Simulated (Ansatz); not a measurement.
**Phonons of TaN (Fm-3m) against volume**

Wanted: Grüneisen parameters and pressure coefficients of the modes of TaN (Fm-3m).

Main program and level: Ansatz 0.2.0; DFT LDA, scalar-relativistic, plane waves, PAW; PAW set soft_1.

This is a report of a sequence of runs, with most program output left out.

## 1. The structure

Symmetry: Fm-3m, No. 225, cubic system. Conventional cell: a = 4.358 Å, b = 4.358 Å, c = 4.358 Å, α = 90.00°, β = 90.00°, γ = 90.00°. N has 6 Ta at 2.18 Å nearest. Ta has 6 N at 2.18 Å nearest. Farther neighbours and most contacts between anions are not listed.

## 2. Relaxation

Harmonic phonons are second derivatives at a point where the forces vanish, and they are wanted at zero stress, so atoms and cell are relaxed first.

File input.yaml:

```yaml
crystal:
  lattice:
    - [0.0, 2.179, 2.179]
    - [2.179, 0.0, 2.179]
    - [2.179, 2.179, 0.0]
  atoms:
    - { symbol: "N", position: [0.0, 0.0, 0.0] }
    - { symbol: Ta, position: [0.5, 0.5, 0.5] }
kpoints:
  mp_grid: { grid: [16, 16, 16] }
hamiltonian:
  xc: lda
  pseudopotentials: { kind: paw, azcp: { folder: soft_1 }, xc_functional: pbe }
scf:
  occupations: { method: gaussian, width: 0.1 }
output:
  forces: true
  stress: true
  eigenvalues: true
  write_density: true
  write_potential: true
  elf: true
  volumetric_format: npy
relax:
  adjacent_minimum: "off"
  f_tol: 0.005
  max_steps: 80
  cell: { stress_tol: 0.05 }
```

Run with:

```sh
$ ansatz run input.yaml --threads 4 --pin off --max-ram 10240MiB --backend cpu --events-out ev --progress --plain --runs-dir out
```

Elapsed: 3.2 s, on 4 threads of AMD EPYC 7B13 (Zen 3), shared host; peak memory 0.42 GiB.

The steps of the relaxation:

```
step  energy less that of the first step (eV)  largest force component (eV/Å)  pressure (GPa)  volume (Å³)
   1                                   0.0000                          0.0000           -2.64        20.69
   2                                  -0.0015                          0.0000            1.08        20.49
   3                                  -0.0016                          0.0000           -0.01        20.55
  4*                                  -0.0012                          0.0000           -0.04        20.55
```

Relaxation steps marked * repeat the geometry before them on a plane-wave basis chosen anew for their cell, so energy and pressure can jump there.

The run keeps the 48 symmetry operations that it works with, so distortions that break them were not tested.

```
conventional cell, symmetrised  before  after  change
                         a (Å)   4.358  4.348  -0.2 %
                         b (Å)   4.358  4.348  -0.2 %
                         c (Å)   4.358  4.348  -0.2 %
              volume (Å³/atom)   10.35  10.27  -0.7 %
```

The relaxed structure:

```xyz
2
Lattice="0.0000 2.1739 2.1739 2.1739 0.0000 2.1739 2.1739 2.1739 0.0000" Properties=species:S:1:pos:R:3 pbc="T T T"
N     0.0000    0.0000    0.0000
Ta    2.1739    2.1739    2.1739
```

Numbers from this step:

- pressure: -0.03857 GPa
- volume per atom: 10.27 Å³
- gap on the k-mesh: 0 eV

Electrostatic potential energy in the ac plane of the conventional cell at fractional y = 0.000, with atoms of N and Ta within 0.2 Å of it. With pseudopotentials it is smooth inside the atoms' cores, unlike the true potential.

Ten even steps from '_' (-44 eV) to '@' (19 eV), each cell a mean:
```
..==%%@@**::____..==%%@@**::
++##@@@@%%++::::--**%%@@%%**
@@@@@@@@@@%%****##%%@@@@@@@@
##%%@@@@@@@@@@%%@@@@@@@@%%%%
==++##@@@@@@%%##%%@@@@%%**==
__::++%%@@##==--++%%@@##--..
____==##@@++..__--##%%**::__
__..==%%@@**::..==%%@@**::__
::--**%%@@%%**++##@@@@%%++::
**##%%@@@@@@@@@@@@@@@@@@%%**
%%@@@@@@@@%%%%##%%@@@@@@@@@@
##%%@@@@%%**====++##@@@@@@%%
--++%%@@##--..__::++%%@@##==
__--##%%**::______==##@@++..
```
Columns run along a (4.3 Å; values clipped at the 3rd and 97th percentile), rows up along c (4.3 Å), edges of the conventional cell, whose origin can differ from the input's. Atoms in or near the plane, at fractional coordinates: N at (0.00, 0.00), N at (0.50, 0.50), Ta at (0.50, 0.00), Ta at (0.00, 0.50).

Valence density in the ac plane of the conventional cell at fractional y = 0.000, with atoms of N and Ta within 0.2 Å of it. It is the smooth field of the valence electrons, not physical close to the nuclei.

Values in e/Å³, 14 rows by 14 columns, each cell a mean:
```
3.4 2.5 1.1 0.6 1.1 3.3 4.6 4.3 4.3 2.1 0.7 0.7 1.7 3.1
1.9 1.3 0.7 0.4 0.6 1.8 3.3 3.6 2.7 1.1 0.5 0.5 0.9 1.7
0.8 0.6 0.4 0.3 0.3 0.6 1.1 1.3 0.9 0.5 0.3 0.3 0.5 0.7
0.8 0.6 0.4 0.3 0.3 0.4 0.6 0.6 0.5 0.3 0.3 0.3 0.5 0.7
2.4 1.7 0.7 0.4 0.4 0.7 1.1 1.3 0.9 0.5 0.3 0.5 1.1 2.1
4.5 3.8 1.7 0.6 0.6 1.3 2.5 2.9 2.0 0.9 0.5 0.9 2.7 4.3
3.7 4.5 2.4 0.8 0.8 1.9 3.4 3.4 2.9 1.3 0.6 1.3 3.6 4.3
4.3 4.3 2.1 0.7 0.7 1.7 3.1 3.4 2.5 1.1 0.6 1.1 3.3 4.6
3.6 2.7 1.1 0.5 0.5 0.9 1.7 1.9 1.3 0.7 0.4 0.6 1.8 3.3
1.3 0.9 0.5 0.3 0.3 0.5 0.7 0.8 0.6 0.4 0.3 0.3 0.6 1.1
0.6 0.5 0.3 0.3 0.3 0.5 0.7 0.8 0.6 0.4 0.3 0.3 0.4 0.6
1.3 0.9 0.5 0.3 0.5 1.1 2.1 2.4 1.7 0.7 0.4 0.4 0.7 1.1
2.9 2.0 0.9 0.5 0.9 2.7 4.3 4.5 3.8 1.7 0.6 0.6 1.3 2.5
3.4 2.9 1.3 0.6 1.3 3.6 4.3 3.7 4.5 2.4 0.8 0.8 1.9 3.4
```
Columns run along a (4.3 Å), rows up along c (4.3 Å), edges of the conventional cell, whose origin can differ from the input's. Atoms in or near the plane, at fractional coordinates: N at (0.00, 0.00), N at (0.50, 0.50), Ta at (0.50, 0.00), Ta at (0.00, 0.50).

ELF in the ac plane of the conventional cell at fractional y = 0.000, with atoms of N and Ta within 0.2 Å of it. It is the smooth field of the valence electrons, not physical close to the nuclei.

Values, 14 rows by 14 columns, each cell a mean:
```
0.38 0.68 0.70 0.33 0.36 0.68 0.50 0.38 0.67 0.57 0.25 0.51 0.75 0.50
0.74 0.76 0.61 0.29 0.27 0.57 0.68 0.67 0.67 0.42 0.21 0.44 0.70 0.75
0.53 0.48 0.37 0.24 0.19 0.27 0.36 0.37 0.31 0.21 0.20 0.31 0.44 0.51
0.27 0.24 0.20 0.20 0.24 0.29 0.33 0.34 0.32 0.27 0.23 0.20 0.21 0.25
0.58 0.52 0.32 0.20 0.37 0.61 0.70 0.71 0.67 0.52 0.27 0.21 0.42 0.57
0.57 0.70 0.52 0.24 0.48 0.76 0.68 0.58 0.72 0.67 0.32 0.31 0.67 0.67
0.17 0.57 0.58 0.27 0.53 0.74 0.38 0.17 0.58 0.71 0.34 0.37 0.67 0.38
0.38 0.67 0.57 0.25 0.51 0.75 0.50 0.38 0.68 0.70 0.33 0.36 0.68 0.50
0.67 0.67 0.42 0.21 0.44 0.70 0.75 0.74 0.76 0.61 0.29 0.27 0.57 0.68
0.37 0.31 0.21 0.20 0.31 0.44 0.51 0.53 0.48 0.37 0.24 0.19 0.27 0.36
0.34 0.32 0.27 0.23 0.20 0.21 0.25 0.27 0.24 0.20 0.20 0.24 0.29 0.33
0.71 0.67 0.52 0.27 0.21 0.42 0.57 0.58 0.52 0.32 0.20 0.37 0.61 0.70
0.58 0.72 0.67 0.32 0.31 0.67 0.67 0.57 0.70 0.52 0.24 0.48 0.76 0.68
0.17 0.58 0.71 0.34 0.37 0.67 0.38 0.17 0.57 0.58 0.27 0.53 0.74 0.38
```
Columns run along a (4.3 Å), rows up along c (4.3 Å), edges of the conventional cell, whose origin can differ from the input's. Atoms in or near the plane, at fractional coordinates: N at (0.00, 0.00), N at (0.50, 0.50), Ta at (0.50, 0.00), Ta at (0.00, 0.50).

In this step the volume went from 10.35 to 10.27 Å³/atom.

## 3. Tight relaxation

Phonons need small forces and stress, so the relaxation is finished with tight tolerances on 16×16×16 k points.

input.yaml, the sections that differ from step 2:

```yaml
crystal:
  lattice:
    - [0.0, 2.1739036721, 2.1739036721]
    - [2.1739036721, 0.0, 2.1739036721]
    - [2.1739036721, 2.1739036721, 0.0]
  atoms:
    - { symbol: "N", position: [0.0, 0.0, 0.0] }
    - { symbol: Ta, position: [0.5, 0.5, 0.5] }
scf:
  occupations: { method: methfessel_paxton, width: 0.2 }
output:
  forces: true
  stress: true
  eigenvalues: true
relax:
  adjacent_minimum: "off"
  f_tol: 0.001
  max_steps: 60
  cell: { stress_tol: 0.01 }
# kpoints, hamiltonian: as in step 2
```

Elapsed: 2.7 s, on 4 threads; peak memory 0.42 GiB; 9 s of CPU time.

Little changed from the start: no atom moved by 0.005 Å and no cell edge by 0.1 %.

This step gave:

* pressure: -4.76e-4 GPa

The forces vanish by symmetry and the pressure is 0.000 GPa, within the tolerances set. The cell now holds 10.27 Å³/atom.

## 4. Zone-centre response at rest

Phonons follow from the second derivative of the energy, found here by linear response.

The modes at rest are the reference of the series.

input.yaml, the sections that differ from step 3:

```yaml
crystal:
  lattice:
    - [0.0, 2.1738081263, 2.1738081263]
    - [2.1738081263, 0.0, 2.1738081263]
    - [2.1738081263, 2.1738081263, 0.0]
  atoms:
    - { symbol: "N", position: [0.0, 0.0, 0.0] }
    - { symbol: Ta, position: [0.5, 0.5, 0.5] }
output:
  eigenvalues: true
phonons:
  method: dfpt
# kpoints, hamiltonian, scf: as in step 3
# relax: removed
```

Elapsed: 7.2 s, on 4 threads; peak memory 0.64 GiB; 25 s of CPU time.

Numbers from this step:

* sum-rule residual before enforcement: 2.08e-5 eV/Å²
* point group: m-3m
* highest optical mode at the zone centre (no LO-TO term): 421.4 cm⁻¹
* lowest optical zone-centre mode: 421.4 cm⁻¹

Patterns of degenerate modes are one choice out of their space. The modes at Γ (shares of kinetic energy by element, %):

```
mode  frequency (cm⁻¹)  symmetry  N %  Ta %
   1               0.0  acoustic    7    93
   2               0.0  acoustic    7    93
   3               0.0  acoustic    7    93
   4             421.4       T1u   93     7
   5             421.4       T1u   93     7
   6             421.4       T1u   93     7
```

Displacements in mode 4 (421.4 cm⁻¹), the largest set to 1:
```
N1   0.00  0.00  1.00
Ta2  0.00  0.00 -0.08
```

Before it was imposed, the acoustic sum rule was missed by 2.1e-5 eV/Å². Small misses are needed for a sound result but don't prove that mesh and cutoff are converged. The lowest optical mode is real, 421 cm⁻¹.

## 5. Ground state of a member: 1.06 times the volume at rest

The cell is set to 1.06 times the volume at rest; symmetry leaves nothing else free, so this is a single point.

input.yaml, the sections that differ from step 4:

```yaml
crystal:
  lattice:
    - [0.0, 2.2164426391, 2.2164426391]
    - [2.2164426391, 0.0, 2.2164426391]
    - [2.2164426391, 2.2164426391, 0.0]
  atoms:
    - { symbol: "N", position: [0.0, 0.0, 0.0] }
    - { symbol: Ta, position: [0.5, 0.5, 0.5] }
output:
  forces: true
  stress: true
  eigenvalues: true
# kpoints, hamiltonian, scf: as in step 4
# phonons: removed
```

Wall time 0.93 s (4 threads); peak memory 0.39 GiB.

This step gave:

```
pressure        : -19.29 GPa
volume per atom : 10.89 Å³
```

The forces vanish by symmetry, at a pressure of -19.29 GPa.

## 6. Modes of this member: 1.06 times the volume at rest

The zone-centre modes follow for 1.06 times the volume at rest.

input.yaml, as its differences from that of step 5:

```diff
@@ -16,4 +16,4 @@
 output:
-  forces: true
-  stress: true
   eigenvalues: true
+phonons:
+  method: dfpt
```

The job ended after 7.2 s (4 threads; peak memory 0.66 GiB; 25 s of CPU time).

This step gave:

- sum-rule residual before enforcement: 4.83e-5 eV/Å²
- highest optical mode at the zone centre (no LO-TO term): 343.6 cm⁻¹
- lowest optical zone-centre mode: 343.6 cm⁻¹

Patterns of degenerate modes are one choice out of their space. Modes at Γ, with each element's share of the kinetic energy:

```
mode  frequency (cm⁻¹)  symmetry  N %  Ta %
   1               0.0  acoustic    7    93
   2               0.0  acoustic    7    93
   3               0.0  acoustic    7    93
   4             343.6       T1u   93     7
   5             343.6       T1u   93     7
   6             343.6       T1u   93     7
```

The optical mode lies at 343.6 cm⁻¹.

Between step 4 and this run (volume ratio 1.06) the value for the highest optical mode at the zone centre (no LO-TO term) moves from 421 cm⁻¹ to 344 cm⁻¹ (-18 %).

## 7. Ground state of a member: 0.9 times the volume at rest

The cell is set to 0.9 times the volume at rest; symmetry leaves nothing else free, so this is a single point.

input.yaml, the sections that differ from step 6:

```yaml
crystal:
  lattice:
    - [0.0, 2.0987886701, 2.0987886701]
    - [2.0987886701, 0.0, 2.0987886701]
    - [2.0987886701, 2.0987886701, 0.0]
  atoms:
    - { symbol: "N", position: [0.0, 0.0, 0.0] }
    - { symbol: Ta, position: [0.5, 0.5, 0.5] }
output:
  forces: true
  stress: true
  eigenvalues: true
# kpoints, hamiltonian, scf: as in step 6
# phonons: removed
```

It took 0.91 s on 4 threads; peak memory 0.38 GiB.

This step gave:

| Quantity | Value |
| --- | --- |
| pressure | 49.99 GPa |
| volume per atom | 9.245 Å³ |

The forces vanish by symmetry, at a pressure of 49.99 GPa.

## 8. Modes of this member: 0.9 times the volume at rest

The zone-centre modes follow for 0.9 times the volume at rest.

input.yaml, as its differences from that of step 7:

```diff
@@ -16,4 +16,4 @@
 output:
-  forces: true
-  stress: true
   eigenvalues: true
+phonons:
+  method: dfpt
```

Elapsed: 6.5 s, on 4 threads; peak memory 0.58 GiB; 22 s of CPU time.

Numbers from this step:

```
sum-rule residual before enforcement                    : 2.49e-5 eV/Å²
highest optical mode at the zone centre (no LO-TO term) : 556.8 cm⁻¹
lowest optical zone-centre mode                         : 556.8 cm⁻¹
```

Patterns of degenerate modes are one choice out of their space. The modes at Γ (shares of kinetic energy by element, %):

```
mode  frequency (cm⁻¹)  symmetry  N %  Ta %
   1               0.0  acoustic    7    93
   2               0.0  acoustic    7    93
   3               0.0  acoustic    7    93
   4             556.8       T1u   93     7
   5             556.8       T1u   93     7
   6             556.8       T1u   93     7
```

The optical mode lies at 556.8 cm⁻¹.

For the highest optical mode at the zone centre (no LO-TO term), step 4 gave 421 cm⁻¹; this run, with volume ratio 0.9, gives 557 cm⁻¹ (+32 %).

## 9. All members side by side

The members are set side by side, also those not shown above.

Each row is one cell with its response, relaxed at fixed volume as far as symmetry leaves anything free; energies are extrapolated to zero smearing, and E0 is that at rest; shape and atoms are relaxed in each cell where symmetry leaves them free; all runs use 16×16×16 k points and Methfessel-Paxton smearing of 0.2 eV. State of the crystal along the series:

```
volume ratio  V (Å³/atom)  pressure (GPa)  E - E0 (meV/atom)
         0.9        9.245           49.99              145.8
        0.92         9.45           37.71              89.71
        0.94        9.656            26.7              48.57
        0.96        9.861           16.82              20.77
        0.98        10.07           7.952              5.017
        0.99        10.17           3.869              1.222
           1        10.27        -4.76e-4                  0
        1.02        10.48          -7.138              4.647
        1.04        10.68          -13.54              17.98
        1.06        10.89          -19.29              39.09
```

Each mode is tracked from rest by its pattern, and modes that stay within 0.3 cm⁻¹ of each other stand once; shape and atoms are relaxed in each cell where symmetry leaves them free; all runs use 16×16×16 k points and Methfessel-Paxton smearing of 0.2 eV. Optical modes along the series:

```
V (Å³/atom)  mode 4 T1u (cm⁻¹)
      9.245              556.8
       9.45              528.7
      9.656              501.2
      9.861              474.2
      10.07              447.6
      10.17              434.5
      10.27              421.4
      10.48              395.4
      10.68              369.5
      10.89              343.6
```

From cubic fits (parabolas where under five rows exist) of ln ω and P against ln V through the rows within about 4 % of rest: γ = −d ln ω / d ln V and dω/dP = γ ω / B. Slopes at rest:

```
      mode  fitted frequency at rest (cm⁻¹)  Grüneisen parameter γ  dω/dP (cm⁻¹/GPa)
mode 4 T1u                            421.4                   3.09              3.47
```

## 10. Results

```yaml
members: 10
highest_optical_mode_at_the_zone_centre_no_lo_to_term_at_rest: 421.4 cm⁻¹
bulk_modulus_at_rest: 376 GPa
mode_4_t1u_gamma: 3.09
```

**Reading.** The series spans -19.3 to 50.0 GPa, and the slope at rest gives a bulk modulus of 376 GPa. The optical mode has γ = 3.09 and moves by 3.5 cm⁻¹ for each GPa. One k mesh and one cutoff serve the ground states and modes of all volumes. These are harmonic frequencies at zero temperature: anharmonic shifts, linewidths and thermal expansion are left out. Spin-orbit coupling is left out, which can matter for the heavy elements here. With no gap, or one that is small against the smearing, the frequencies hang on the k mesh and the smearing, most of all near Kohn anomalies. The PAW files were made for PBE; the program adapts parts of them to the functional of the run, but their partial waves stay those of PBE, an approximation that was not tested in this session. Only the zone centre was solved, so an instability at another wavevector cannot show here.

[Logs are printed without paths, hosts, clocks, repeated set-up lines and the standing remarks that a program may print on its own settings, such as how far it seeks lower states.]

[Hosts, paths, dates, database ids (printed as entryN), source tags and the programs' standing remarks are cut or masked in the printed files.]
